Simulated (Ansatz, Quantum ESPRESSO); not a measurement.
# Thickness dependence of 1T-TiO2, part 2 of 8

What does each added layer of 1T-TiO2 bring in screening, and what does it do to the gap?

Quantum ESPRESSO 7.5; plane-wave DFT, vdW-DF-cx, GBRV ultrasoft pseudopotentials made under PBE; geometry by Ansatz 0.2.0 with PAW datasets.

So far: The structure; Geometry from Ansatz, 1 layer.

## Step 3: Ground state, 1 layer: no field

The zero-field run is the reference. tefield and dipfield are on already, so that all runs share k-points and boundary.

Level of this step: plane-wave DFT, vdW-DF-cx, GBRV ultrasoft pseudopotentials made under PBE (Quantum ESPRESSO 7.5). input_dft overrides the functional of the files.

The input, n1.f0.in:

```
&control
  prefix = 'n1.f0'
  outdir = './out'
  pseudo_dir = './pseudo'
  calculation = 'scf'
  tprnfor = .true.
  tefield = .true.
  dipfield = .true.
/
&system
  ibrav = 0
  nat = 3
  ntyp = 2
  ecutwfc = 40
  ecutrho = 200
  input_dft = 'vdw-df-cx'
  occupations = 'smearing'
  smearing = 'fd'
  degauss = 0.004
  edir = 3
  emaxpos = 0.97
  eopreg = 0.04
  eamp = 0.0
  nbnd = 16
/
&electrons
  conv_thr = 1e-09
  mixing_beta = 0.4
  electron_maxstep = 120
  mixing_mode = 'plain'
/
ATOMIC_SPECIES
  O   15.9990  o_pbe_v1.2.uspp.F.UPF
  Ti  47.8670  ti_pbe_v1.4.uspp.F.UPF
CELL_PARAMETERS angstrom
  2.98947472530807 -0.00000000000000 0.00000000000000
  -1.49473736265404 2.58896105608830 -0.00000000000000
  0.00000000000000 0.00000000000000 19.46119212310000
ATOMIC_POSITIONS crystal
  O   0.666666666667 0.333333333333 0.450431502389
  Ti  -0.000000000000 -0.000000000000 0.499999981732
  O   0.333333333333 0.666666666667 0.549568515879
K_POINTS automatic
  12 12 1 0 0 0
```

The run is started by

```bash
> OMP_NUM_THREADS=1 mpirun -n 4 pw.x -nk 4 -in n1.f0.in > n1.f0.out
```

The program printed:

```text
Program PWSCF v.7.5 starts
[citation notice left out]

     Parallel version (MPI & OpenMP), running on       4 processor cores
     Number of MPI processes:                 4
     Threads/MPI process:                     1

     MPI processes distributed on     1 nodes
[...]
Current dimensions of program PWSCF are:
     Max number of different atomic species (ntypx) = 10
     Max number of k-points (npk) =  40000
     Max angular momentum in pseudopotentials (lmaxx) =  4
     Presently no symmetry can be used with electric field

     IMPORTANT: XC functional enforced from input :
     Exchange-correlation= VDW-DF-CX
                           (   1   4  27   0   1   0   0)
     Any further DFT definition will be discarded
     Please, verify this is what you really want

     K-points division:     npool     =       4
     Subspace diagonalization in iterative solution of the eigenvalue problem:
     a serial algorithm will be used

     G-vector sticks info
     --------------------
     sticks:   dense  smooth     PW     G-vecs:    dense   smooth      PW
     Sum         439     361    121                48615    34805    7083

     Using Slab Decomposition

     bravais-lattice index     =            0
     lattice parameter (alat)  =       5.6493  a.u.
     unit-cell volume          =    1016.4510 (a.u.)^3
     number of atoms/cell      =            3
     number of atomic types    =            2
     number of electrons       =        24.00
     number of Kohn-Sham states=           16
     kinetic-energy cutoff     =      40.0000  Ry
     charge density cutoff     =     200.0000  Ry
     scf convergence threshold =      1.0E-09
     mixing beta               =       0.4000
     number of iterations used =            8  plain     mixing
     Exchange-correlation= VDW-DF-CX
                           (   1   4  27   0   1   0   0)

     celldm(1)=   5.649288  celldm(2)=   0.000000  celldm(3)=   0.000000
     celldm(4)=   0.000000  celldm(5)=   0.000000  celldm(6)=   0.000000

     crystal axes: (cart. coord. in units of alat)
               a(1) = (   1.000000  -0.000000   0.000000 )
               a(2) = (  -0.500000   0.866025  -0.000000 )
               a(3) = (   0.000000   0.000000   6.509904 )

     reciprocal axes: (cart. coord. in units 2 pi/alat)
               b(1) = (  1.000000  0.577350 -0.000000 )
               b(2) = (  0.000000  1.154701 -0.000000 )
               b(3) = (  0.000000  0.000000  0.153612 )

     PseudoPot. # 1 for O  read from file:
     ./pseudo/o_pbe_v1.2.uspp.F.UPF
     Pseudo is Ultrasoft + core correction, Zval =  6.0
     Generated by new atomic code, or converted to UPF format
     Using radial grid of  737 points,  5 beta functions with:
                l(1) =   0
                l(2) =   0
                l(3) =   1
                l(4) =   1
                l(5) =   2
     Q(r) pseudized with  8 coefficients,  rinner =    0.900   0.900   0.900
                                                       0.900   0.900

     PseudoPot. # 2 for Ti read from file:
     ./pseudo/ti_pbe_v1.4.uspp.F.UPF
     Pseudo is Ultrasoft + core correction, Zval = 12.0
     Generated by new atomic code, or converted to UPF format
     Using radial grid of  851 points,  6 beta functions with:
                l(1) =   0
                l(2) =   0
                l(3) =   1
                l(4) =   1
                l(5) =   2
                l(6) =   2
     Q(r) pseudized with  6 coefficients,  rinner =    1.000   1.000   1.000
                                                       1.000   1.000

     atomic species   valence    mass     pseudopotential
     O                 6.00    15.99900     O ( 1.00)
     Ti               12.00    47.86700     Ti( 1.00)

     No symmetry found

   Cartesian axes

     site n.     atom                  positions (alat units)
         1        O      tau(   1) = (   0.5000000   0.2886751   2.9322656  )
         2        Ti     tau(   2) = (   0.0000000   0.0000000   3.2549517  )
         3        O      tau(   3) = (  -0.0000000   0.5773503   3.5776380  )

     number of k points=    74  Fermi-Dirac smearing, width (Ry)=  0.0040
                       cart. coord. in units 2pi/alat
        k(    1) = (   0.0000000   0.0000000   0.0000000), wk =   0.0138889
        k(    2) = (   0.0000000   0.0962250   0.0000000), wk =   0.0277778
        k(    3) = (   0.0000000   0.1924501   0.0000000), wk =   0.0277778
        k(    4) = (   0.0000000   0.2886751   0.0000000), wk =   0.0277778
        k(    5) = (   0.0000000   0.3849002   0.0000000), wk =   0.0277778
        k(    6) = (   0.0000000   0.4811252   0.0000000), wk =   0.0277778
        k(    7) = (   0.0000000  -0.5773503   0.0000000), wk =   0.0138889
        k(    8) = (   0.0833333   0.0481125   0.0000000), wk =   0.0277778
        k(    9) = (   0.0833333   0.1443376   0.0000000), wk =   0.0277778
        k(   10) = (   0.0833333   0.2405626   0.0000000), wk =   0.0277778
[...]
k(   74) = (  -0.5000000  -0.8660254   0.0000000), wk =   0.0138889

     Dense  grid:    48615 G-vectors     FFT dimensions: (  25,  25, 180)

     Smooth grid:    34805 G-vectors     FFT dimensions: (  24,  24, 150)

     Estimated max dynamical RAM per process >      91.32 MB

     Estimated total dynamical RAM >     329.66 MB

     Check: negative core charge=   -0.000002

     Initial potential from superposition of free atoms

     starting charge      23.0000, renormalised to      24.0000

     negative rho (up, down):  4.852E-03 0.000E+00

     %%%%%%%%%%%%%%%%%%%%%%%%%%%%%%%%%%%%%%%%%%%%%%%%%%%%%%%%%%%%%%%%%%%%%%%%
     %                                                                      %
     % You are using vdW-DF, which was implemented by the Thonhauser group. %
     % Please cite the following two papers that made this development      %
     % possible and the two reviews that describe the various versions:     %
     %                                                                      %
     %   T. Thonhauser et al., PRL 115, 136402 (2015).                      %
     %   T. Thonhauser et al., PRB 76, 125112 (2007).                       %
     %   K. Berland et al., Rep. Prog. Phys. 78, 066501 (2015).             %
     %   D.C. Langreth et al., J. Phys.: Condens. Matter 21, 084203 (2009). %
     %                                                                      %
     % If you are calculating stress with vdW-DF, please also cite:         %
[...]
Adding external electric field

     Computed dipole along edir(3) :
        Dipole               -0.0001 Ry au,         -0.0001 Debye
        Dipole field         -0.0000 Ry au,

        Potential amp.        0.0000 Ry
        Total length         35.3053 bohr

     total cpu time spent up to now is       27.2 secs

     total energy              =    -183.93298766 Ry
     estimated scf accuracy    <       0.52729747 Ry

     iteration #  2     ecut=    40.00 Ry     beta= 0.40
[...]
negative rho (up, down):  4.927E-03 0.000E+00

[...]
Dipole                0.0000 Ry au,          0.0000 Debye
[...]
total energy              =    -184.00423848 Ry
     estimated scf accuracy    <       0.60007689 Ry

     iteration #  3     ecut=    40.00 Ry     beta= 0.40
[...]
negative rho (up, down):  4.914E-03 0.000E+00

[...]
Dipole                0.0000 Ry au,          0.0000 Debye
[...]
total energy              =    -184.10077006 Ry
     estimated scf accuracy    <       0.01819681 Ry

     iteration #  4     ecut=    40.00 Ry     beta= 0.40
[...]
negative rho (up, down):  4.922E-03 0.000E+00

[...]
Dipole               -0.0000 Ry au,         -0.0001 Debye
[...]
total energy              =    -184.10652013 Ry
     estimated scf accuracy    <       0.00178240 Ry

     iteration #  5     ecut=    40.00 Ry     beta= 0.40
[...]
negative rho (up, down):  4.909E-03 0.000E+00

[...]
Dipole                0.0002 Ry au,          0.0004 Debye
[...]
total energy              =    -184.10659542 Ry
     estimated scf accuracy    <       0.00042609 Ry

     iteration #  6     ecut=    40.00 Ry     beta= 0.40
[...]
negative rho (up, down):  4.915E-03 0.000E+00

[...]
Dipole               -0.0003 Ry au,         -0.0008 Debye
[...]
total energy              =    -184.10667029 Ry
     estimated scf accuracy    <       0.00018266 Ry

     iteration #  7     ecut=    40.00 Ry     beta= 0.40
[...]
negative rho (up, down):  4.919E-03 0.000E+00

[...]
Dipole                0.0002 Ry au,          0.0005 Debye
[...]
total energy              =    -184.10668764 Ry
     estimated scf accuracy    <       0.00000828 Ry

     iteration #  8     ecut=    40.00 Ry     beta= 0.40
[...]
negative rho (up, down):  4.919E-03 0.000E+00

[...]
Dipole               -0.0000 Ry au,         -0.0001 Debye
[...]
total energy              =    -184.10668933 Ry
     estimated scf accuracy    <       0.00000092 Ry

     iteration #  9     ecut=    40.00 Ry     beta= 0.40
[...]
negative rho (up, down):  4.921E-03 0.000E+00

[...]
Dipole               -0.0000 Ry au,         -0.0000 Debye
[...]
total energy              =    -184.10668927 Ry
     estimated scf accuracy    <       0.00000068 Ry

     iteration # 10     ecut=    40.00 Ry     beta= 0.40
[...]
negative rho (up, down):  4.922E-03 0.000E+00

[...]
Dipole                0.0000 Ry au,          0.0000 Debye
[...]
total energy              =    -184.10668899 Ry
     estimated scf accuracy    <       0.00000034 Ry

     iteration # 11     ecut=    40.00 Ry     beta= 0.40
[...]
negative rho (up, down):  4.923E-03 0.000E+00

[...]
Dipole               -0.0000 Ry au,         -0.0000 Debye
[...]
total energy              =    -184.10668895 Ry
     estimated scf accuracy    <       0.00000005 Ry

     iteration # 12     ecut=    40.00 Ry     beta= 0.40
[...]
negative rho (up, down):  4.924E-03 0.000E+00

[...]
Dipole                0.0000 Ry au,          0.0000 Debye
[...]
End of self-consistent calculation

          k = 0.0000 0.0000 0.0000 (  4371 PWs)   bands (ev):

   -61.1402 -37.4455 -37.1629 -37.1629 -22.2768 -20.4837  -8.5665  -8.5505
    -8.5505  -5.5768  -5.1012  -5.1012  -2.2126  -2.2126  -0.4879   1.2206

          k = 0.0000 0.0962 0.0000 (  4364 PWs)   bands (ev):

   -61.1353 -37.4369 -37.2042 -37.1706 -22.1849 -20.5311  -8.5969  -8.4783
    -8.4689  -5.5150  -5.3697  -5.2569  -2.1116  -2.0444  -0.5150   1.3791

          k = 0.0000 0.1925 0.0000 (  4366 PWs)   bands (ev):

   -61.1221 -37.4139 -37.3147 -37.1916 -21.9352 -20.6551  -8.6683  -8.2832
    -8.2025  -6.2581  -5.5966  -5.1161  -1.9398  -1.6825  -0.6072   1.2678

          k = 0.0000 0.2887 0.0000 (  4356 PWs)   bands (ev):

   -61.1039 -37.4669 -37.3775 -37.2201 -21.6090 -20.7990  -8.7026  -8.0314
    -7.9124  -6.9534  -5.9222  -4.9643  -1.8174  -1.3557  -0.7700   1.0182

          k = 0.0000 0.3849 0.0000 (  4344 PWs)   bands (ev):

   -61.0857 -37.6105 -37.3455 -37.2484 -21.3736 -20.8370  -8.8779  -7.8756
    -7.8231  -6.9223  -6.1086  -5.1256  -1.7907  -1.1895  -0.9572   1.0864

          k = 0.0000 0.4811 0.0000 (  4352 PWs)   bands (ev):

   -61.0723 -37.7141 -37.3212 -37.2691 -21.3541 -20.7003  -9.2384  -7.7247
    -7.6604  -6.6458  -6.1415  -5.4402  -1.8813  -1.1618  -1.0704   1.3207

[...]
the Fermi energy is    -3.4859 ev

!    total energy              =    -184.10668879 Ry
     estimated scf accuracy    <          2.9E-10 Ry
     smearing contrib. (-TS)   =      -0.00000000 Ry
     internal energy E=F+TS    =    -184.10668879 Ry

     The total energy is F=E-TS. E is the sum of the following terms:
     one-electron contribution =   -1226.06575235 Ry
     hartree contribution      =     612.95884038 Ry
     xc contribution           =     -32.46415458 Ry
     ewald contribution        =     461.46437775 Ry
     electric field correction =       0.00000000 Ry

     convergence has been achieved in  12 iterations

     negative rho (up, down):  4.924E-03 0.000E+00

     Forces acting on atoms (cartesian axes, Ry/au):

     atom    1 type  1   force =     0.00000015    0.00000009    0.00541139
     atom    2 type  2   force =    -0.00000001    0.00000006    0.00000176
     atom    3 type  1   force =    -0.00000014   -0.00000014   -0.00541315

     Total force =     0.007654     Total SCF correction =     0.000045

[...]
=------------------------------------------------------------------------------=
   JOB DONE.
=------------------------------------------------------------------------------=
[...]
[key lines of the parts left out:]
Dipole field          0.0000 Ry au,
```

The job ended after 56 s (4 MPI ranks of Intel Xeon Platinum 8559C (Emerald Rapids), shared host; peak memory 0.53 GiB; 3.7 min of CPU time).

Numbers from this step:

```
free energy                          : -2504.8991 eV
Fermi energy                         : -3.486 eV
dipole along the normal              : 0 e·Å
valence top, on the run's zero       : -4.939 eV
conduction bottom, on the run's zero : -2.213 eV
gap by band count                    : 2.726 eV
```

The run needed 12 iterations to bring the estimated error under 1e-09 Ry; the largest force on any atom, held or free, is 0.14 eV/Å.

## Step 4: Electrostatic potential, 1 layer

The vacuum level is read from the electrostatic potential (plot_num = 11), averaged over planes.

The input, n1.f0.pot.in:

```
&inputpp
  prefix = 'n1.f0'
  outdir = './out'
  filplot = 'n1.f0.pot.dat'
  plot_num = 11
/
```

The run is started by

```bash
> OMP_NUM_THREADS=1 mpirun -n 4 pp.x -in n1.f0.pot.in > n1.f0.pot.out
```

The program printed:

```text
[banner, memory and clock lines left out]
Program POST-PROC v.7.5 starts

          URL

     ./out/n1.f0.save/

     IMPORTANT: XC functional enforced from input :
     Exchange-correlation= VDW-DF-CX
                           (   1   4  27   0   1   0   0)
     Any further DFT definition will be discarded
     Please, verify this is what you really want

     Check: negative core charge=   -0.000002

     negative rho (up, down):  4.924E-03 0.000E+00

     %%%%%%%%%%%%%%%%%%%%%%%%%%%%%%%%%%%%%%%%%%%%%%%%%%%%%%%%%%%%%%%%%%%%%%%%
     %                                                                      %
     % You are using vdW-DF, which was implemented by the Thonhauser group. %
     % possible and the two reviews that describe the various versions:     %
     %                                                                      %
     %                                                                      %
     % If you are calculating stress with vdW-DF, please also cite:         %
     %                                                                      %
     %                                                                      %
     %%%%%%%%%%%%%%%%%%%%%%%%%%%%%%%%%%%%%%%%%%%%%%%%%%%%%%%%%%%%%%%%%%%%%%%%

     %%%%%%%%%%%%%%%%%%%%%%%%%%%%%%%%%%%%%%%%%%%%%%%%%%%%%%%%%%%%%%%%%%%%%%%%
     %                                                                      %
     %  vdW-DF NEWS:                                                        %
     %                                                                      %
     %  * vdW-DF3 is now available. DOI: 10.1021/acs.jctc.0c00471           %
     %    use with input_dft = 'vdW-DF3-opt1' or 'vdW-DF3-opt2'             %
     %                                                                      %
     %  * Unscreened and range-separated hybrid vdW-DF-cx functionals       %
     %    DOI: 10.1063/1.4986522 and 10.1088/1361-648X/ac2ad2               %
     %    use with input_dft = 'vdW-DF-cx0'    and 'vdW-DF-ahcx'            %
     %  * Unscreened and range-separated hybrid vdW-DF2-b86r functionals    %
     %    DOI: 10.1063/1.4986522 and DOI: 10.1103/PhysRevX.12.041003        %
     %    use with input_dft = 'vdW-DF2-br0' and 'vdW-DF2-ahbr'             %
     %                                                                      %
     %%%%%%%%%%%%%%%%%%%%%%%%%%%%%%%%%%%%%%%%%%%%%%%%%%%%%%%%%%%%%%%%%%%%%%%%

     Adding external electric field

     Computed dipole along edir(3) :
        Dipole                0.0000 Ry au,          0.0000 Debye
        Dipole field          0.0000 Ry au,

        Potential amp.       -0.0000 Ry
        Total length         35.3053 bohr

     Calling punch_plot, plot_num =  11

     Adding external electric field

     Computed dipole along edir(3) :
        Dipole                0.0000 Ry au,          0.0000 Debye
        Dipole field          0.0000 Ry au,

        Potential amp.       -0.0000 Ry
        Total length         35.3053 bohr

     Writing data to file  n1.f0.pot.dat
     Message from routine chdens:
     namelist plot not found or invalid, exiting

Note: The following floating-point exceptions are signalling: IEEE_UNDERFLOW_FLAG IEEE_DENORMAL
Note: The following floating-point exceptions are signalling: IEEE_UNDERFLOW_FLAG IEEE_DENORMAL
Note: The following floating-point exceptions are signalling: IEEE_UNDERFLOW_FLAG IEEE_DENORMAL
Note: The following floating-point exceptions are signalling: IEEE_UNDERFLOW_FLAG IEEE_DENORMAL
```

The job ended after 22 s (4 MPI ranks; peak memory 0.22 GiB; 89 s of CPU time).

This step gave:

```
slope of the potential above                                          : 5.61e-6 eV/Å
upper vacuum line continued to the top atoms, over the valence top    : 8.424 eV
slope of the potential below                                          : -1.49e-5 eV/Å
lower vacuum line continued to the bottom atoms, over the valence top : 8.424 eV
vacuum level at the upper face over the valence top of the mesh       : 8.424 eV
vacuum level at the lower face over the valence top of the mesh       : 8.424 eV
```

Electrostatic potential energy of an electron, with the sawtooth; zero at the highest filled level of the SCF mesh. Potential energy, planar mean against z:

```csv
z (Å),"potential energy, planar mean (eV)"
0.0,8.42
0.5,8.42
1.0,8.42
1.5,8.42
2.0,8.42
2.5,8.42
3.0,8.42
3.5,8.42
4.0,8.42
4.5,8.42
5.0,8.42
5.5,8.42
6.0,8.42
6.5,8.41
7.0,8.37
7.5,8.13
8.0,6.70
8.5,-2.09
9.0,-9.16
9.5,-15.5
10.0,-14.8
10.5,-9.01
11.0,-1.04
11.5,6.90
12.0,8.18
12.5,8.38
13.0,8.41
13.5,8.42
14.0,8.42
14.5,8.42
15.0,8.42
15.5,8.42
16.0,8.42
16.5,8.42
17.0,8.42
17.5,8.42
18.0,8.42
18.5,8.42
19.0,8.42
```

(Part 2 of 8 ends here.)

[Logs are printed without paths, hosts, clocks, repeated set-up lines and the standing remarks that a program may print on its own settings, such as how far it seeks lower states.]

[Hosts, paths, dates, database ids (printed as entryN), source tags and the programs' standing remarks are cut or masked in the printed files.]

[Maps of the electrostatic potential energy from Ansatz leave out the sawtooth potential of an applied field or a dipole correction, so their vacuum need not be flat; planar profiles and work functions include it.]
